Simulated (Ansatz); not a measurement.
## F-SiC-H chair monolayer in a perpendicular field

Wanted: the out-of-plane response of the F-SiC-H chair monolayer. A positive field points along +c.

Calculated with Ansatz 0.2.0; plane-wave DFT, PBE-D3(BJ), Ansatz PAW, in the first sound run; inputs show where later runs differ.

### Step 1. The structure

The cell holds 4 atoms: 1 H, 1 C, 1 Si and 1 F. Cell: a = 3.086 Å, b = 3.086 Å, c = 37.773 Å, α = 90.0°, β = 90.0°, γ = 120.0°. Vacuum lies along c.

### Step 2. Relaxation

The starting cell is a guess, so the in-plane lattice and the atoms are relaxed first, with the slab cut off from its images along the normal.

Contents of input.yaml:

```yaml
crystal:
  lattice:
    - [3.0855, 0.0, 0.0]
    - [-1.54275, 2.6721213834, 0.0]
    - [0.0, 0.0, 37.7733333313]
  atoms:
    - { symbol: H, position: [0.6666666667, 0.3333333333, 0.455347688] }
    - { symbol: C, position: [0.6666666667, 0.3333333333, 0.48367455] }
    - { symbol: Si, position: [0.3333333333, 0.6666666667, 0.5001764914] }
    - { symbol: F, position: [0.3333333333, 0.6666666667, 0.544652312] }
  periodic: [true, true, false]
kpoints:
  mp_grid: { grid: [12, 12, 1] }
hamiltonian:
  xc: pbe
  dispersion: d3bj
scf:
  occupations: { method: fermi_dirac, width: 0.05 }
  convergence: { dr2_threshold: 1.0e-09 }
relax:
  f_tol: 0.004
  max_steps: 90
  cell: {}
output:
  write_potential: true
  write_density: true
  volumetric_format: npy
```

The run is started by

```
> ansatz run input.yaml --threads 2 --pin off --max-ram 3072MiB --backend cpu --events-out ev --progress --plain --runs-dir out
```

Numbers of over 12 decimals in the logs are rounded to 6 here.

The program printed:

```text
Warning: relax.cell: scf.convergence.dr2_threshold = 1e-9 eV is looser than the 2.23656050889e-10 eV advised for a relaxation that steers and ends on the stress (1e-10 eV for each atom of the cell: 4, times the square of relax.cell.stress_2d_tol = 0.05 N/m over 13.4 Å (the atoms' height at the walk's start and 5 Å past either face), 3.739e-2 GPa, over a crystal's default 0.05). What an SCF threshold leaves in a stress goes as its square root, and in the free energy as the threshold itself, and one threshold admits the most on a small cell: [figures from the program's tests cut] Set scf.convergence.dr2_threshold to 2.23656050889e-10 eV or tighter. [rest of the remark cut]
Engine: ansatz 0.2.0, aarch64-unknown-linux-gnu
Pseudopotentials: kind: paw
Pseudopotential: H, paw, valence charge 1, recommended cutoff 420 eV (normal), H.paw.azcp
Pseudopotential: C, paw, valence charge 4, recommended cutoff 420 eV (normal), C.paw.azcp
Pseudopotential: Si, paw, valence charge 4, recommended cutoff 420 eV (normal), Si.paw.azcp
Pseudopotential: F, paw, valence charge 7, recommended cutoff 420 eV (normal), F.paw.azcp
Functional definition: PBE
  parameter kappa = 0.804
  parameter beta = 0.066725
  exchange = pbe_x(kappa = kappa, mu = beta*pi^2/3)
  correlation = pbe_c(beta = beta)
Crystal: 4 atoms, lattice volume = 311.435 Å³
Basis set: ecut = 420 eV, 6055 PW (Γ), exchange–correlation on 48×48×512 points (8 copies of the dense FFT grid, shifted against one another)
Bands: 12, of which v1, the nominal top of the filled ones, is band 8 counted from 1 (7 counted from 0)
Symmetry: 6 space group operations
Space group: P3m1 (ITA 156), of the structure as read, at distance tolerance 6.8e-5 Å
k-points: 19 of 144 (time reversal used)
Non-local potential: H, projectors of the file, l = 0: 2, l = 1: 1
Non-local potential: C, projectors of the file, l = 0: 2, l = 1: 2, l = 2: 1
Non-local potential: Si, projectors of the file, l = 0: 2, l = 1: 2, l = 2: 2
Non-local potential: F, projectors of the file, l = 0: 2, l = 1: 2, l = 2: 1
PAW form: soft (Blöchl's): semilocal exchange-correlation on the pseudo side does not see the compensation charge
PAW one-centre angular grid: H, 110 points (default); XC on 64 Gauss nodes
PAW one-centre angular grid: C, 110 points (default); XC on 64 Gauss nodes
PAW one-centre angular grid: Si, 110 points (default); XC on 64 Gauss nodes
PAW one-centre angular grid: F, 110 points (default); XC on 64 Gauss nodes
Initial density: superposition of atomic densities (neutral atoms: chi_scale 0, normalization atom), corrected by the library's trained network
Initial wavefunctions: pseudopotential atomic-orbital guess
Functional: x = pbe(κ = 0.804, μ = 0.219515), c = pbe(β = 0.066725)
SCF iter   1: F=—  HF=-1712.758208 eV  |F-HF|=—  |Δ(HF+E_count)|=         —  Δρ=1.44e-3  dr2=2.24e-2  ethr=1.77e-3  ⟨swp⟩=12.3  Hψ=2358  notcnv=0
preconditioner: auto → Resta (q_TF=auto, 1.663 Å⁻¹)  ε∞=1.5  [insulator: Δε(μ)=3.366 eV  Ē_g=11.166 eV  σ=0.050 eV  W_gap=1.00  n_scr=20 (ndim 8)  ℏωp=7.9 eV  f_vac=0.828  D(μ)=0.00/eV (n_scr^D=0)  ε∞_Penn≈1.5  vacuum switching on, ρ_ref=9.0e-3 e/Å³]
SCF iter   2: F=—  HF=-1712.757708 eV  |F-HF|=—  |Δ(HF+E_count)|=   4.99e-4  Δρ=1.02e-3  dr2=6.54e-3  ethr=1.40e-4  ⟨swp⟩=4.5  Hψ=696  notcnv=0
SCF iter   3: F=—  HF=-1712.756853 eV  |F-HF|=—  |Δ(HF+E_count)|=   8.56e-4  Δρ=4.04e-4  dr2=9.75e-4  ethr=4.09e-5  ⟨swp⟩=3.3  Hψ=491  notcnv=0
SCF iter   4: F=—  HF=-1712.757120 eV  |F-HF|=—  |Δ(HF+E_count)|=   2.67e-4  Δρ=2.60e-4  dr2=2.33e-4  ethr=6.09e-6  ⟨swp⟩=3.0  Hψ=487  notcnv=0
SCF iter   5: F=—  HF=-1712.757210 eV  |F-HF|=—  |Δ(HF+E_count)|=   8.98e-5  Δρ=4.72e-5  dr2=1.13e-5  ethr=1.46e-6  ⟨swp⟩=2.6  Hψ=485  notcnv=0
SCF iter   6: F=—  HF=-1712.757380 eV  |F-HF|=—  |Δ(HF+E_count)|=   1.71e-4  Δρ=1.26e-5  dr2=6.57e-7  ethr=7.07e-8  ⟨swp⟩=3.1  Hψ=502  notcnv=0
SCF iter   7: F=—  HF=-1712.757423 eV  |F-HF|=—  |Δ(HF+E_count)|=   4.24e-5  Δρ=3.89e-6  dr2=4.42e-8  ethr=4.11e-9  ⟨swp⟩=2.9  Hψ=413  notcnv=0
SCF iter   8: F=—  HF=-1712.757423 eV  |F-HF|=—  |Δ(HF+E_count)|=   8.65e-8  Δρ=1.16e-6  dr2=3.70e-9  ethr=2.76e-10  ⟨swp⟩=2.9  Hψ=438  notcnv=0
SCF iter   9: F=-1712.757423 eV  HF=-1712.757423 eV  |F-HF|=6.46e-11  |Δ(HF+E_count)|=  9.84e-10  Δρ=2.27e-7  dr2=2.66e-10  ethr=6.25e-12  ⟨swp⟩=11.4  Hψ=1712  notcnv=0
SCF 1 converged in 9 iterations: F = -1712.757423 eV  dr2 = 2.66e-10
  greatest PAW one-centre occupation: 0.932 electrons in one spin orbital (limit 2), on the F atom at site 3 (counted from 0), in its partial waves of l = 0
relax step   1: F+E_penalty+E_count = -1712.75742273 eV  Δ(F+E_penalty+E_count) = +0.000e0 eV  max|allowed force component| = 2.447e0 eV/Å  Δτ_max = 0.0000 Å  P = +0.876 N/m  Ω = 311.435 Å³  fix = [c, alpha, beta]  reactions: c +0.000 N/m  (9 SCF iters, accepted)
Crystal: 4 atoms, lattice volume = 317.838 Å³
Basis set: ecut = 420 eV, 6187 PW (Γ), exchange–correlation on 48×48×512 points (8 copies of the dense FFT grid, shifted against one another)
Initial density: handed on by an earlier stage of this run
Initial wavefunctions: those handed on with the density
iter 1 solved again at ethr=3.82e-4 eV; its pass at ethr=3.10e-3 eV (dr2=6.11e-2 eV) is discarded
SCF iter   1: F=—  HF=-1712.895780 eV  |F-HF|=—  |Δ(HF+E_count)|=         —  Δρ=4.92e-3  dr2=6.23e-2  ethr=3.82e-4  ⟨swp⟩=2.0  Hψ=2249  notcnv=0
preconditioner: auto → Resta (q_TF=auto, 1.658 Å⁻¹)  ε∞=1.5  [insulator: Δε(μ)=3.507 eV  Ē_g=11.198 eV  σ=0.050 eV  W_gap=1.00  n_scr=18 (ndim 8)  ℏωp=7.8 eV  f_vac=0.842  D(μ)=0.00/eV (n_scr^D=0)  ε∞_Penn≈1.5  vacuum switching on, ρ_ref=9.1e-3 e/Å³]
SCF iter   2: F=—  HF=-1712.881498 eV  |F-HF|=—  |Δ(HF+E_count)|=   1.43e-2  Δρ=2.03e-3  dr2=1.46e-2  ethr=3.82e-4  ⟨swp⟩=3.5  Hψ=540  notcnv=0
SCF iter   3: F=—  HF=-1712.879069 eV  |F-HF|=—  |Δ(HF+E_count)|=   2.43e-3  Δρ=1.25e-3  dr2=1.77e-3  ethr=9.10e-5  ⟨swp⟩=3.2  Hψ=556  notcnv=0
SCF iter   4: F=—  HF=-1712.878889 eV  |F-HF|=—  |Δ(HF+E_count)|=   1.80e-4  Δρ=4.66e-4  dr2=2.70e-4  ethr=1.11e-5  ⟨swp⟩=3.5  Hψ=491  notcnv=0
SCF iter   5: F=—  HF=-1712.878880 eV  |F-HF|=—  |Δ(HF+E_count)|=   9.09e-6  Δρ=1.31e-4  dr2=1.36e-5  ethr=1.68e-6  ⟨swp⟩=3.0  Hψ=452  notcnv=0
SCF iter   6: F=—  HF=-1712.879087 eV  |F-HF|=—  |Δ(HF+E_count)|=   2.07e-4  Δρ=1.85e-5  dr2=5.47e-7  ethr=8.50e-8  ⟨swp⟩=2.9  Hψ=431  notcnv=0
SCF iter   7: F=—  HF=-1712.879131 eV  |F-HF|=—  |Δ(HF+E_count)|=   4.43e-5  Δρ=4.96e-6  dr2=4.14e-8  ethr=3.42e-9  ⟨swp⟩=2.8  Hψ=437  notcnv=0
[...]
SCF iter   4: F=—  HF=-1712.917035 eV  |F-HF|=—  |Δ(HF+E_count)|=   2.72e-4  Δρ=1.72e-4  dr2=6.83e-5  ethr=5.15e-7  ⟨swp⟩=3.2  Hψ=480  notcnv=0
SCF iter   5: F=—  HF=-1712.917023 eV  |F-HF|=—  |Δ(HF+E_count)|=   1.23e-5  Δρ=2.58e-5  dr2=1.42e-6  ethr=4.27e-7  ⟨swp⟩=2.5  Hψ=425  notcnv=0
SCF iter   6: F=—  HF=-1712.917064 eV  |F-HF|=—  |Δ(HF+E_count)|=   4.14e-5  Δρ=7.93e-6  dr2=1.25e-7  ethr=8.86e-9  ⟨swp⟩=3.2  Hψ=449  notcnv=0
SCF iter   7: F=—  HF=-1712.917064 eV  |F-HF|=—  |Δ(HF+E_count)|=   8.02e-8  Δρ=1.90e-6  dr2=6.51e-9  ethr=7.78e-10  ⟨swp⟩=2.7  Hψ=448  notcnv=0
SCF iter   8: F=-1712.917064 eV  HF=-1712.917064 eV  |F-HF|=4.97e-10  |Δ(HF+E_count)|=   5.37e-9  Δρ=6.23e-7  dr2=6.10e-10  ethr=6.25e-12  ⟨swp⟩=11.3  Hψ=1746  notcnv=0
SCF 3 converged in 8 iterations: F = -1712.917064 eV  dr2 = 6.10e-10
relax step   3: F+E_penalty+E_count = -1712.91706410 eV  Δ(F+E_penalty+E_count) = -3.793e-2 eV  max|allowed force component| = 2.651e-1 eV/Å  Δτ_max = 0.0351 Å  P = -0.105 N/m  Ω = 317.810 Å³  energy of the carried Pulay correction = -2.806e-3 eV  fix = [c, alpha, beta]  reactions: c -0.000 N/m  (8 SCF iters, accepted)
[...]
relax step   4: F+E_penalty+E_count = -1712.91826125 eV  Δ(F+E_penalty+E_count) = -1.197e-3 eV  max|allowed force component| = 3.482e-2 eV/Å  Δτ_max = 0.0061 Å  P = -0.046 N/m  Ω = 317.537 Å³  energy of the carried Pulay correction = -2.687e-3 eV  fix = [c, alpha, beta]  reactions: c -0.000 N/m  (7 SCF iters, accepted)
[...]
relax step   5: F+E_penalty+E_count = -1712.91831365 eV  Δ(F+E_penalty+E_count) = -5.240e-5 eV  max|allowed force component| = 2.095e-3 eV/Å  Δτ_max = 0.0008 Å  P = -0.026 N/m  Ω = 317.468 Å³  energy of the carried Pulay correction = -2.657e-3 eV  fix = [c, alpha, beta]  reactions: c -0.000 N/m  (6 SCF iters, accepted)
Initial wavefunctions: pseudopotential atomic-orbital guess (no wavefunctions were taken with the density)
iter 1 solved again at ethr=1.15e-6 eV; its pass at ethr=3.10e-3 eV (dr2=1.84e-4 eV) is discarded
SCF iter   1: F=—  HF=-1712.920299 eV  |F-HF|=—  |Δ(HF+E_count)|=         —  Δρ=7.57e-5  dr2=2.06e-6  ethr=1.15e-6  ⟨swp⟩=4.6  Hψ=3293  notcnv=0
preconditioner: auto → Resta (q_TF=auto, 1.658 Å⁻¹)  ε∞=1.5  [insulator: Δε(μ)=3.480 eV  Ē_g=11.346 eV  σ=0.050 eV  W_gap=1.00  n_scr=18 (ndim 8)  ℏωp=7.8 eV  f_vac=0.840  D(μ)=0.00/eV (n_scr^D=0)  ε∞_Penn≈1.5  vacuum switching on, ρ_ref=9.3e-3 e/Å³]
SCF iter   2: F=—  HF=-1712.920974 eV  |F-HF|=—  |Δ(HF+E_count)|=   6.75e-4  Δρ=3.46e-5  dr2=5.44e-7  ethr=1.29e-8  ⟨swp⟩=3.3  Hψ=488  notcnv=0
SCF iter   3: F=—  HF=-1712.921177 eV  |F-HF|=—  |Δ(HF+E_count)|=   2.03e-4  Δρ=1.46e-5  dr2=2.02e-7  ethr=3.40e-9  ⟨swp⟩=3.3  Hψ=460  notcnv=0
SCF iter   4: F=—  HF=-1712.921227 eV  |F-HF|=—  |Δ(HF+E_count)|=   4.92e-5  Δρ=2.58e-6  dr2=1.62e-8  ethr=1.26e-9  ⟨swp⟩=2.5  Hψ=431  notcnv=0
iter 5 met the thresholds in force, and the SCF goes on: an eigenvalue changes by 7.13 meV, over its tolerance of 1.02 meV (output.eigenvalues, Limitations)
SCF iter   5: F=-1712.921230 eV  HF=-1712.921230 eV  |F-HF|=4.12e-7  |Δ(HF+E_count)|=   3.16e-6  Δρ=6.28e-7  dr2=3.00e-10  ethr=6.25e-12  ⟨swp⟩=15.8  Hψ=2438  notcnv=0
iter 6 met the thresholds in force, and the SCF goes on: an eigenvalue changes by 7.34 meV, over its tolerance of 1.01 meV (output.eigenvalues, Limitations)
SCF iter   6: F=-1712.921230 eV  HF=-1712.921230 eV  |F-HF|=6.00e-8  |Δ(HF+E_count)|=   3.52e-7  Δρ=2.05e-7  dr2=3.78e-11  ethr=1.88e-12  ⟨swp⟩=9.6  Hψ=1758  notcnv=0
Mixer restart at iter 6: flushing history
SCF iter   7: F=-1712.921230 eV  HF=-1712.921230 eV  |F-HF|=1.59e-12  |Δ(HF+E_count)|=   6.00e-8  Δρ=3.80e-8  dr2=1.64e-11  ethr=1.00e-12  ⟨swp⟩=8.1  Hψ=1628  notcnv=0
SCF 6 converged in 7 iterations: F = -1712.921230 eV  dr2 = 1.64e-11
relax step   6: F+E_penalty+E_count = -1712.92123021 eV  Δ(F+E_penalty+E_count) = -2.917e-3 eV  max|allowed force component| = 1.408e-3 eV/Å  Δτ_max = 0.0000 Å  P = +0.042 N/m  Ω = 317.468 Å³  fix = [c, alpha, beta]  reactions: c +0.000 N/m  stress off target by 4.18e-2 N/m on what of the cell is left free  SCF on the basis re-selected at this cell (its energy is not comparable with the rows above)  (7 SCF iters)
basis re-selected at this cell: Δ(F+E_penalty+E_count) = -2.917e-3 eV, ΔP = +0.068 N/m vs the last step (what re-selecting the basis moved, of the pressure what is left beyond the Pulay correction that the steps carried, after the strain that the cell walked since its last selection, with what the two solves' SCF thresholds leave and, on support functions, any second-order correction that the steps lacked; it is no m [...]
WARN: The output density's exchange-correlation potential varies sharply where the density is thin. Do not read a vacuum level from v_tot or v_xc, or from such a field of the output density. On a cell that repeats whose density bears no net charge and no dipole along the vacuum's axis use v_es (v_loc + v_h of the components); under efield.dipole_correction with no amplitude use v_es + v_field, which holds any externa [...]
SCF converged after 7 iterations
an eigenvalue changed by more than its tolerance at an iteration that met the thresholds in force, so the SCF went on 2 times, its first undamped step at iteration 6: the last check found none over its tolerance
Free energy (F): -1712.921230 eV
Harris-Foulkes:  -1712.921230 eV  (|F-HF|=1.59e-12)
Internal energy: -1712.921230 eV  (E = F + TS)
E sigma→0 (E₀):  -1712.921230 eV
Fermi energy:    -4.692291 eV
--- Per-component energies (eV) ---
  E_band       = -219.208651
  E_kinetic    = 355.800267
  E_local      = -23175.656289  (includes V_loc(G=0)·N_el)
  E_nonlocal   = 126.427681
  E_hartree    = 11386.169016
  E_xc         = -193.423720
  E_vxc        = -221.994434  (∫ρ·V_xc dr)
  E_paw        = -813.264658  (= ΣΔE_a)
  E_vpaw       = -76.124540  (= ΣTr[D̂ρ^β])
  E_aug_tail   = 0.000794  (compensation charges beyond the density's cutoff)
  E_ewald      = 10601.387354
  E_disp       = -0.361674  (pairwise vdW)
  E_smearing   = -0.000000  (= −TS)
  E_closure    = 0.000000  (closes the sum)
  Σ components = -1712.921230   (vs F -1712.921230, Δ=0.00e0)
--- Forces (eV/Å), atoms counted from 1 ---
  atom   1  H      0.00000000    -0.00000000     0.00128478
  atom   2  C     -0.00000000     0.00000000     0.00135037
  atom   3  Si     0.00000000    -0.00000000    -0.00138665
  atom   4  F     -0.00000000     0.00000000    -0.00116230
  max |Σ_I F_I| component: 8.62e-5 eV/Å
--- 2D stress c σ (N/m, compression-positive) ---
        0.041778      -0.000000      -0.000000
       -0.000000       0.041778       0.000000
       -0.000000       0.000000       0.000000
  P = ½ c Tr σ = 0.0418 N/m
--- Band table (eV; the first three rows and the last of 19) ---
  k-point 0: bands = [... 4 lower, -9.5284, -9.5284, -6.4549, -6.4549, -2.9589 (-2.9589°), -1.9777, -1.4129, -1.0318]
  k-point 1: bands = [... 4 lower, -9.5776, -9.5567, -6.9774, -6.5796, -2.8223 (-2.8223°), -1.8347, -1.2690, -0.7568]
  k-point 2: bands = [... 4 lower, -9.7083, -9.6353, -8.0878, -6.8843, -2.4237 (-2.4237°), -1.4067, -0.8542, -0.5228]
  k-point 18: bands = [... 4 lower, -11.2699, -10.6740, -9.5230, -9.0858, 0.3214, 0.6574, 2.0346, 3.1145]
  ° read free of the cell's end (the report's vacuum.weakly_bound_levels)
--- Relaxed structure (5 steps of the walk, 5 accepted, 1 SCFs on fresh bases) ---
  F+E_penalty+E_count = -1712.92123021 eV   max|allowed force component| = 1.408e-3 eV/Å   (the final SCF, on the basis selected at the relaxed cell)
  cell:  # Å, volume = 317.4678 Å³
    - [3.115242, 0, 0]
    - [-1.557621, 2.697879, 0]
    - [0, 0, 37.7733333313]
  atoms:
    - { symbol: H, position: [0.666667, 0.333333, 0.455986] }
    - { symbol: C, position: [0.666667, 0.333333, 0.485278] }
    - { symbol: Si, position: [0.333333, 0.666667, 0.500156] }
    - { symbol: F, position: [0.333333, 0.666667, 0.542431] }
```

Elapsed: 21 s, on 2 threads of Arm Neoverse V2, shared host; peak memory 0.55 GiB; 41 s of CPU time.

The steps of the relaxation:

```csv
step,energy less that of the first step (eV),largest force component (eV/Å),volume (Å³)
1,0.0000,2.4473,311.43
2,-0.1217,1.4965,317.84
3,-0.1596,0.2651,317.81
4,-0.1608,0.0348,317.54
5,-0.1609,0.0021,317.47
6*,-0.1638,0.0014,317.47
```

Relaxation steps marked * repeat the geometry before them on a plane-wave basis chosen anew for their cell, so energy and pressure can jump there.

Forces are held to the 6 operations that the run works with; a distortion that breaks them can't arise in this run.

```csv
cell as run,before,after,change
a (Å),3.086,3.115,+1.0 %
b (Å),3.086,3.115,+1.0 %
```

The atoms that moved most (Å, along periodic axes as changes of fractional coordinates times the final cell, across vacuum about the mean position):

```csv
atom,dx,dy,dz,length
F4,0.000,0.000,-0.084,0.084
C2,0.000,0.000,0.061,0.061
H1,0.000,0.000,0.024,0.024
```

Final coordinates:

```xyz
4
Lattice="3.1152 0.0000 0.0000 -1.5576 2.6979 0.0000 0.0000 0.0000 37.7733" Properties=species:S:1:pos:R:3
H     1.5576    0.8993   17.2241
C     1.5576    0.8993   18.3306
Si    0.0000    1.7986   18.8926
F     0.0000    1.7986   20.4894
```

This step gave:

```
gap on the k-mesh : 3.496 eV
```

The lattice constant a goes from 3.086 to 3.115 Å.

(Continued in part 2 of 4.)

[Logs are printed without paths, hosts, clocks, repeated set-up lines and the standing remarks that a program may print on its own settings, such as how far it seeks lower states.]

[Hosts, paths, dates, database ids (printed as entryN), source tags and the programs' standing remarks are cut or masked in the printed files.]

[Maps of the electrostatic potential energy from Ansatz leave out the sawtooth potential of an applied field or a dipole correction, so their vacuum need not be flat; planar profiles and work functions include it.]
